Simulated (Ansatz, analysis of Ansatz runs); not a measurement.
# A hop of Li in CsLi2Br3 (Immm), charge −1

How high is the barrier when Li changes place in CsLi2Br3 (Immm)? The case: V_Li hop (3.9 Å), charge −1, in a cell of 72 host atoms with 1 Li taken out.

Calculated with Ansatz 0.2.0; plane-wave PAW DFT, PBEsol; nudged elastic band between two relaxed defect structures at fixed charge in a uniform background.

### Step 1. Starting point

The cell holds 71 atoms: 12 Cs, 23 Li and 36 Br. Cell: a = 13.853 Å, b = 11.980 Å, c = 13.179 Å, α = 90.0°, β = 90.0°, γ = 67.3°. It derives from CsLi2Br3 (space group Immm). Nearest the centre at fractional (0.542, 0.625, 0.750): Br44 at 1.85 Å, Br39 at 1.85 Å, Li30 at 1.96 Å, Br68 at 3.75 Å, Cs26 at 3.75 Å, Br20 at 3.75 Å, Br62 at 3.75 Å, Cs49 at 3.76 Å. The cell carries charge −1.

The cell's shortest repeat is 12.0 Å.

### Step 2. Relaxation of the start point, charge −1

A barrier is counted from a minimum, so both ends are relaxed first. Small random displacements break the symmetry of the ideal sites, so that the defect can distort if it gains by it. The charge of −1 is set by the electron count, and a uniform background keeps the cell neutral.

File qm1_c72k1s.start/input.yaml:

```yaml
crystal:
  lattice:
    - [13.85313979, 0.0, 0.0]
    - [4.61771326, 11.05374873, 0.0]
    - [0.0, 0.0, 13.17917308]
  atoms:
    - { symbol: Cs, position: [0.0, 0.5, 0.0] }
    - { symbol: Cs, position: [0.08333333, 0.75, 0.5] }
    - { symbol: Cs, position: [0.16666667, 0.0, 0.0] }
    - { symbol: Cs, position: [0.25, 0.25, 0.5] }
    - { symbol: Li, position: [0.0, 0.5, 0.30795831] }
    - { symbol: Li, position: [0.08333333, 0.75, 0.80795831] }
    - { symbol: Li, position: [0.16666667, 0.0, 0.30795831] }
    - { symbol: Li, position: [0.25, 0.25, 0.80795831] }
    - { symbol: Li, position: [0.0, 0.5, 0.69204169] }
    - { symbol: Li, position: [0.08333333, 0.75, 0.19204169] }
    - { symbol: Li, position: [0.16666667, 0.0, 0.69204169] }
    - { symbol: Li, position: [0.25, 0.25, 0.19204169] }
    - { symbol: Br, position: [0.0, 0.0, 0.78187158] }
    - { symbol: Br, position: [0.08333333, 0.25, 0.28187158] }
    - { symbol: Br, position: [0.16666667, 0.5, 0.78187158] }
    - { symbol: Br, position: [0.25, 0.75, 0.28187158] }
    - { symbol: Br, position: [0.0, 0.0, 0.21812842] }
    - { symbol: Br, position: [0.08333333, 0.25, 0.71812842] }
    - { symbol: Br, position: [0.16666667, 0.5, 0.21812842] }
    - { symbol: Br, position: [0.25, 0.75, 0.71812842] }
    - { symbol: Br, position: [0.0, 0.5, 0.5] }
    - { symbol: Br, position: [0.08333333, 0.75, 0.0] }
    - { symbol: Br, position: [0.16666667, 0.0, 0.5] }
    - { symbol: Br, position: [0.25, 0.25, 0.0] }
    - { symbol: Cs, position: [0.33333333, 0.5, 0.0] }
    - { symbol: Cs, position: [0.41666667, 0.75, 0.5] }
    - { symbol: Cs, position: [0.5, 0.0, 0.0] }
    - { symbol: Cs, position: [0.58333333, 0.25, 0.5] }
    - { symbol: Li, position: [0.33333333, 0.5, 0.30795831] }
    - { symbol: Li, position: [0.41666667, 0.75, 0.80795831] }
    - { symbol: Li, position: [0.5, 0.0, 0.30795831] }
    - { symbol: Li, position: [0.58333333, 0.25, 0.80795831] }
    - { symbol: Li, position: [0.33333333, 0.5, 0.69204169] }
    - { symbol: Li, position: [0.41666667, 0.75, 0.19204169] }
    - { symbol: Li, position: [0.5, 0.0, 0.69204169] }
    - { symbol: Li, position: [0.58333333, 0.25, 0.19204169] }
    - { symbol: Br, position: [0.33333333, 0.0, 0.78187158] }
    - { symbol: Br, position: [0.41666667, 0.25, 0.28187158] }
    - { symbol: Br, position: [0.5, 0.5, 0.78187158] }
    - { symbol: Br, position: [0.58333333, 0.75, 0.28187158] }
    - { symbol: Br, position: [0.33333333, 0.0, 0.21812842] }
    - { symbol: Br, position: [0.41666667, 0.25, 0.71812842] }
    - { symbol: Br, position: [0.5, 0.5, 0.21812842] }
    - { symbol: Br, position: [0.58333333, 0.75, 0.71812842] }
    - { symbol: Br, position: [0.33333333, 0.5, 0.5] }
    - { symbol: Br, position: [0.41666667, 0.75, 0.0] }
    - { symbol: Br, position: [0.5, 0.0, 0.5] }
    - { symbol: Br, position: [0.58333333, 0.25, 0.0] }
    - { symbol: Cs, position: [0.66666667, 0.5, 0.0] }
    - { symbol: Cs, position: [0.75, 0.75, 0.5] }
    - { symbol: Cs, position: [0.83333333, 0.0, 0.0] }
    - { symbol: Cs, position: [0.91666667, 0.25, 0.5] }
    - { symbol: Li, position: [0.66666667, 0.5, 0.30795831] }
    - { symbol: Li, position: [0.75, 0.75, 0.80795831] }
    - { symbol: Li, position: [0.83333333, 0.0, 0.30795831] }
    - { symbol: Li, position: [0.91666667, 0.25, 0.80795831] }
    - { symbol: Li, position: [0.75, 0.75, 0.19204169] }
    - { symbol: Li, position: [0.83333333, 0.0, 0.69204169] }
    - { symbol: Li, position: [0.91666667, 0.25, 0.19204169] }
    - { symbol: Br, position: [0.66666667, 0.0, 0.78187158] }
    - { symbol: Br, position: [0.75, 0.25, 0.28187158] }
    - { symbol: Br, position: [0.83333333, 0.5, 0.78187158] }
    - { symbol: Br, position: [0.91666667, 0.75, 0.28187158] }
    - { symbol: Br, position: [0.66666667, 0.0, 0.21812842] }
    - { symbol: Br, position: [0.75, 0.25, 0.71812842] }
    - { symbol: Br, position: [0.83333333, 0.5, 0.21812842] }
    - { symbol: Br, position: [0.91666667, 0.75, 0.71812842] }
    - { symbol: Br, position: [0.66666667, 0.5, 0.5] }
    - { symbol: Br, position: [0.75, 0.75, 0.0] }
    - { symbol: Br, position: [0.83333333, 0.0, 0.5] }
    - { symbol: Br, position: [0.91666667, 0.25, 0.0] }
total_charge: -1
basis:
  ecutwfc: 420
  xc_grid: 2
hamiltonian:
  xc: pbesol
kpoints:
  mp_grid: { grid: [1, 1, 1], shift: [0.25, 0.25, 0.25] }
scf:
  occupations: { method: fixed }
  max_iter: 100
output:
  forces: true
relax:
  f_tol: 0.02
  max_steps: 70
  random_displacement: { amplitude: 0.03, seed: 8115 }
```

On the command line:

```bash
$ ansatz run input.yaml --threads 4 --pin off --max-ram 14131MiB --backend cpu --events-out ev --progress --plain --runs-dir out
```

Numbers of over 12 decimals in the logs are rounded to 6 here.

The program printed:

```text
[... repeated set-up lines and file paths are left out, and long positions are rounded to six places ...]
The last accepted step is kept in <dir> (removed where the run ends without a failure and the disk answers)
Engine: ansatz 0.2.0, aarch64-unknown-linux-gnu
Pseudopotentials: kind: paw
Pseudopotential: Cs, paw, valence charge 9, recommended cutoff 420 eV (normal), Cs.paw.azcp
Pseudopotential: Li, paw, valence charge 3, recommended cutoff 420 eV (normal), Li.paw.azcp
Pseudopotential: Br, paw, valence charge 7, recommended cutoff 420 eV (normal), Br.paw.azcp
Functional definition: PBEsol
  exchange = pbesol_x
  correlation = pbesol_c
Crystal: 71 atoms, lattice volume = 2018.115 Å³
Basis set: ecut = 420 eV, 39381 PW (Γ), exchange–correlation on 192×162×180 points (8 copies of the dense FFT grid, shifted against one another)
Bands: 286, of which v1, the nominal top of the filled ones, is band 215 counted from 1 (214 counted from 0)
Symmetry: 1 space group operations
k-points: 1
Non-local potential: Cs, projectors of the file, l = 0: 3, l = 1: 2, l = 2: 2, l = 3: 2
Non-local potential: Li, projectors of the file, l = 0: 3, l = 1: 2, l = 2: 1
Non-local potential: Br, projectors of the file, l = 0: 2, l = 1: 2, l = 2: 2
PAW form: soft (Blöchl's): semilocal exchange-correlation on the pseudo side does not see the compensation charge
PAW frozen core: Cs, regenerated for the run's functional, and the local potential with it (the file was generated under x = pbe(κ = 0.804, μ = 0.219515), c = pbe(β = 0.066725))
PAW frozen core: Br, regenerated for the run's functional, and the local potential with it (the file was generated under x = pbe(κ = 0.804, μ = 0.219515), c = pbe(β = 0.066725))
PAW one-centre angular grid: Cs, 194 points (default); XC on 64 Gauss nodes
PAW one-centre angular grid: Li, 110 points (default); XC on 64 Gauss nodes
PAW one-centre angular grid: Br, 110 points (default); XC on 64 Gauss nodes
Initial density: superposition of atomic densities (neutral atoms scaled as one to the charged cell's electrons: chi_scale 0, normalization atom), corrected by the library's trained network
Initial wavefunctions: pseudopotential atomic-orbital guess
Functional: x = pbesol(κ = 0.804, μ = 0.123457), c = pbesol(β = 0.046)
SCF iter   1: F=—  HF=-170322.506487 eV  |F-HF|=—  |Δ(HF+E_count)|=         —  Δρ=2.52e-3  dr2=1.69e-1  ethr=1.77e-3  ⟨swp⟩=10.0  Hψ=1279  notcnv=0  defer=69
preconditioner: auto → Resta (q_TF=auto, 2.109 Å⁻¹)  ε∞=2.8  [insulator: Δε(μ)=4.108 eV  Ē_g=11.645 eV  n_scr=320 (ndim 8)  ℏωp=15.7 eV  f_vac=0.007  ε∞_Penn≈2.8]
SCF iter   2: F=—  HF=-170322.464875 eV  |F-HF|=—  |Δ(HF+E_count)|=   4.16e-2  Δρ=1.25e-3  dr2=3.99e-2  ethr=3.94e-5  ⟨swp⟩=4.0  Hψ=472  notcnv=0  defer=69
SCF iter   3: F=—  HF=-170322.463099 eV  |F-HF|=—  |Δ(HF+E_count)|=   1.78e-3  Δρ=2.37e-4  dr2=1.33e-3  ethr=9.27e-6  ⟨swp⟩=3.0  Hψ=440  notcnv=0  defer=62
automatic band count: iteration 3 solves 279 bands in place of 286: the levels show a gap, and the empty bands left out lie too high to hold charge; the band table lists the bands solved (type scf.n_extra_bands for more)
SCF iter   4: F=—  HF=-170322.464478 eV  |F-HF|=—  |Δ(HF+E_count)|=   1.38e-3  Δρ=3.82e-5  dr2=4.35e-5  ethr=3.09e-7  ⟨swp⟩=2.0  Hψ=424  notcnv=0  defer=62
iter 5 did not close the SCF: its close was put off for the readings that it lacked (scf_convergence_deferred on its scf_iter line)
SCF iter   5: F=-170322.464534 eV  HF=-170322.464529 eV  |F-HF|=4.35e-6  |Δ(HF+E_count)|=   5.09e-5  Δρ=1.21e-5  dr2=4.02e-6  ethr=1.01e-8  ⟨swp⟩=2.0  Hψ=413  notcnv=0  defer=62
SCF iter   6: F=-170322.464535 eV  HF=-170322.464535 eV  |F-HF|=2.32e-7  |Δ(HF+E_count)|=   5.38e-6  Δρ=2.80e-6  dr2=3.62e-7  ethr=9.34e-10  ⟨swp⟩=2.0  Hψ=837  notcnv=0
SCF 1 converged in 6 iterations: F = -170322.464535 eV  dr2 = 3.62e-7
  greatest PAW one-centre occupation: 0.999 electrons in one spin orbital (limit 2), on the Li atom at site 52 (counted from 0), in its partial waves of l = 0
relax step   1: F+E_penalty+E_count = -170322.46453482 eV  Δ(F+E_penalty+E_count) = +0.000e0 eV  max|allowed force component| = 4.778e-1 eV/Å  Δτ_max = 0.0000 Å  (6 SCF iters, dr2 threshold 1.00e-5 eV, accepted)
[... the SCF cycles and remarks between the steps are left out from here to the last step ...]
relax step   2: F+E_penalty+E_count = -170322.79697216 eV  Δ(F+E_penalty+E_count) = -3.324e-1 eV  max|allowed force component| = 2.729e-1 eV/Å  Δτ_max = 0.1949 Å  (5 SCF iters, dr2 threshold 1.43e-5 eV, accepted)
relax step   3: F+E_penalty+E_count = -170322.82130342 eV  Δ(F+E_penalty+E_count) = -2.433e-2 eV  max|allowed force component| = 1.269e-1 eV/Å  Δτ_max = 0.2000 Å  (5 SCF iters, dr2 threshold 4.65e-6 eV, accepted)
relax step   4: F+E_penalty+E_count = -170322.86384707 eV  Δ(F+E_penalty+E_count) = -4.254e-2 eV  max|allowed force component| = 3.791e-2 eV/Å  Δτ_max = 0.0813 Å  (5 SCF iters, dr2 threshold 3.48e-6 eV, accepted)
SCF iter   1: F=—  HF=-170322.869836 eV  |F-HF|=—  |Δ(HF+E_count)|=         —  Δρ=5.38e-4  dr2=1.24e-2  ethr=2.38e-5  ⟨swp⟩=5.0  Hψ=565  notcnv=0  defer=62
automatic band count: iteration 1 solves 279 bands in place of 286: the levels show a gap, and the empty bands left out lie too high to hold charge; the band table lists the bands solved (type scf.n_extra_bands for more)
SCF iter   2: F=—  HF=-170322.866991 eV  |F-HF|=—  |Δ(HF+E_count)|=   2.84e-3  Δρ=2.40e-4  dr2=1.90e-3  ethr=2.88e-6  ⟨swp⟩=2.0  Hψ=433  notcnv=0  defer=62
SCF iter   3: F=—  HF=-170322.866550 eV  |F-HF|=—  |Δ(HF+E_count)|=   4.42e-4  Δρ=5.21e-5  dr2=7.26e-5  ethr=4.41e-7  ⟨swp⟩=2.0  Hψ=363  notcnv=0  defer=62
SCF iter   4: F=—  HF=-170322.866606 eV  |F-HF|=—  |Δ(HF+E_count)|=   5.62e-5  Δρ=9.39e-6  dr2=4.17e-6  ethr=1.69e-8  ⟨swp⟩=3.0  Hψ=435  notcnv=0  defer=61
SCF iter   5: F=—  HF=-170322.866607 eV  |F-HF|=—  |Δ(HF+E_count)|=   6.41e-7  Δρ=2.82e-6  dr2=1.76e-7  ethr=9.70e-10  ⟨swp⟩=3.0  Hψ=549  notcnv=0  defer=61
SCF iter   6: F=-170322.866607 eV  HF=-170322.866607 eV  |F-HF|=4.60e-9  |Δ(HF+E_count)|=   2.03e-7  Δρ=6.04e-7  dr2=1.16e-8  ethr=2.33e-11  ⟨swp⟩=4.0  Hψ=900  notcnv=0
SCF 5 converged in 6 iterations: F = -170322.866607 eV  dr2 = 1.16e-8
relax step   5: F+E_penalty+E_count = -170322.86660679 eV  Δ(F+E_penalty+E_count) = -2.760e-3 eV  max|allowed force component| = 1.992e-2 eV/Å  Δτ_max = 0.0353 Å  (6 SCF iters, accepted)
SCF converged after 6 iterations
Free energy (F): -170322.866607 eV
Harris-Foulkes:  -170322.866607 eV  (|F-HF|=4.60e-9)
Internal energy: -170322.866607 eV  (E = F + TS)
E sigma→0 (E₀):  -170322.866607 eV
Fermi energy:    2.257816 eV
--- Per-component energies (eV) ---
  E_band       = -3200.081513
  E_kinetic    = 7055.539798
  E_local      = -13379.115877  (includes V_loc(G=0)·N_el)
  E_nonlocal   = 2156.509645
  E_hartree    = 3768.897073
  E_xc         = -11772.829786
  E_vxc        = -5621.512899  (∫ρ·V_xc dr)
  E_paw        = -139554.344829  (= ΣΔE_a)
  E_vpaw       = -949.296676  (= ΣTr[D̂ρ^β])
  E_aug_tail   = 0.000230  (compensation charges beyond the density's cutoff)
  E_ewald      = -18602.574512
  E_core_change = 5.051653  (= ΣΔE_core)
  E_smearing   = -0.000000  (= −TS)
  E_closure    = 0.000000  (closes the sum)
  E_deformation_potential = -10.487447  (in the stress; not in F)
  Σ components = -170322.866607   (vs F -170322.866607, Δ=0.00e0)
--- Forces (eV/Å), atoms counted from 1 ---
  atom   1  Cs    -0.00274911    -0.00376225     0.01385358
  atom   2  Cs     0.00502616    -0.00561921    -0.00980361
  [... 17 atoms left out ...]
  atom  20  Br    -0.00214458     0.00539511     0.00588732
  [... 5 atoms left out ...]
  atom  26  Cs    -0.00543738    -0.00500010    -0.00948013
  [... 3 atoms left out ...]
  atom  30  Li     0.00167230     0.00511312     0.00733932
  [... 2 atoms left out ...]
  atom  33  Li    -0.00384564    -0.00634371    -0.00917159
  [... 5 atoms left out ...]
  atom  39  Br     0.00455418     0.00174257    -0.00867479
  [... 4 atoms left out ...]
  atom  44  Br     0.00686171     0.00174023    -0.00422630
  [... 1 atom left out ...]
  atom  46  Br    -0.00446887     0.00195327    -0.01339213
  [... 2 atoms left out ...]
  atom  49  Cs    -0.00358657    -0.00169446     0.00484965
  [... 12 atoms left out ...]
  atom  62  Br    -0.00383002     0.00330416    -0.00508742
  [... 5 atoms left out ...]
  atom  68  Br    -0.00225496     0.00053015     0.01715604
  [... 3 atoms left out ...]
  max |Σ_I F_I| component: 3.57e-6 eV/Å
--- Relaxed structure (5 steps of the walk, 5 accepted, 0 SCFs on fresh bases) ---
  F+E_penalty+E_count = -170322.86660679 eV   max|allowed force component| = 1.992e-2 eV/Å
  atoms:
    - { symbol: Cs, position: [0.000987, 0.500684, 0.000291] }
    - { symbol: Cs, position: [0.081846, 0.753112, 0.500352] }
    [... 17 atoms left out ...]
    - { symbol: Br, position: [0.249449, 0.750315, 0.714721] }
    [... 5 atoms left out ...]
    - { symbol: Cs, position: [0.423744, 0.742980, 0.505859] }
    [... 3 atoms left out ...]
    - { symbol: Li, position: [0.420949, 0.732921, 0.807604] }
    [... 2 atoms left out ...]
    - { symbol: Li, position: [0.331443, 0.498282, 0.693909] }
    [... 5 atoms left out ...]
    - { symbol: Br, position: [0.489620, 0.496580, 0.786197] }
    [... 4 atoms left out ...]
    - { symbol: Br, position: [0.578836, 0.757100, 0.725915] }
    [... 1 atom left out ...]
    - { symbol: Br, position: [0.415080, 0.749648, 0.000677] }
    [... 2 atoms left out ...]
    - { symbol: Cs, position: [0.666929, 0.499562, -0.019696] }
    [... 12 atoms left out ...]
    - { symbol: Br, position: [0.844101, 0.502321, 0.785953] }
    [... 5 atoms left out ...]
    - { symbol: Br, position: [0.666964, 0.500027, 0.486689] }
    [... 3 atoms left out ...]
```

It took 94 s on 4 threads of Arm Neoverse V1, shared host; peak memory 2.7 GiB; 6.1 min of CPU time.

The steps of the relaxation:

```tsv
step	energy less that of the first step (eV)	largest force component (eV/Å)
1	0.0000	0.4778
2	-0.3324	0.2729
3	-0.3568	0.1269
4	-0.3993	0.0379
5	-0.4021	0.0199
```

The atoms that moved most (Å, from the sites as typed, ahead of the random displacement, the mean shift of all atoms taken out):

```tsv
atom	dx	dy	dz	length
Cs49	0.001	-0.002	-0.262	0.262
Li30	-0.020	-0.186	-0.007	0.188
Br68	0.003	0.003	-0.177	0.177
Li56	0.018	0.173	-0.005	0.174
Br39	-0.160	-0.035	0.055	0.173
Br62	0.159	0.028	0.052	0.170
Cs28	0.059	0.081	0.102	0.143
Cs50	-0.057	-0.072	0.103	0.138
```

Neighbours of Li30 at the end:

```tsv
atom	distance (Å)
Br46	2.551
Br44	2.553
Br20	2.609
Br39	2.631
Br37	2.995
Li33	3.791
Li35	3.966
Cs26	3.979
Li11	4.036
```

Read from the output:

```yaml
free_energy: -170322.8666 eV
r_m_s_move_of_the_farther_half_of_the_atoms: 0.04074 Å
largest_move_from_the_ideal_geometry_of_this_structure_a_common_shift_of_the_far_atoms_taken_out: 0.2662 Å
```

The relaxation gained 0.402 eV and ended with a largest force component of 0.020 eV/Å.

(Part 1 of 4 ends here.)

[Logs are printed without paths, hosts, clocks, repeated set-up lines and the standing remarks that a program may print on its own settings, such as how far it seeks lower states.]

[Hosts, paths, dates, database ids (printed as entryN), source tags and the programs' standing remarks are cut or masked in the printed files.]
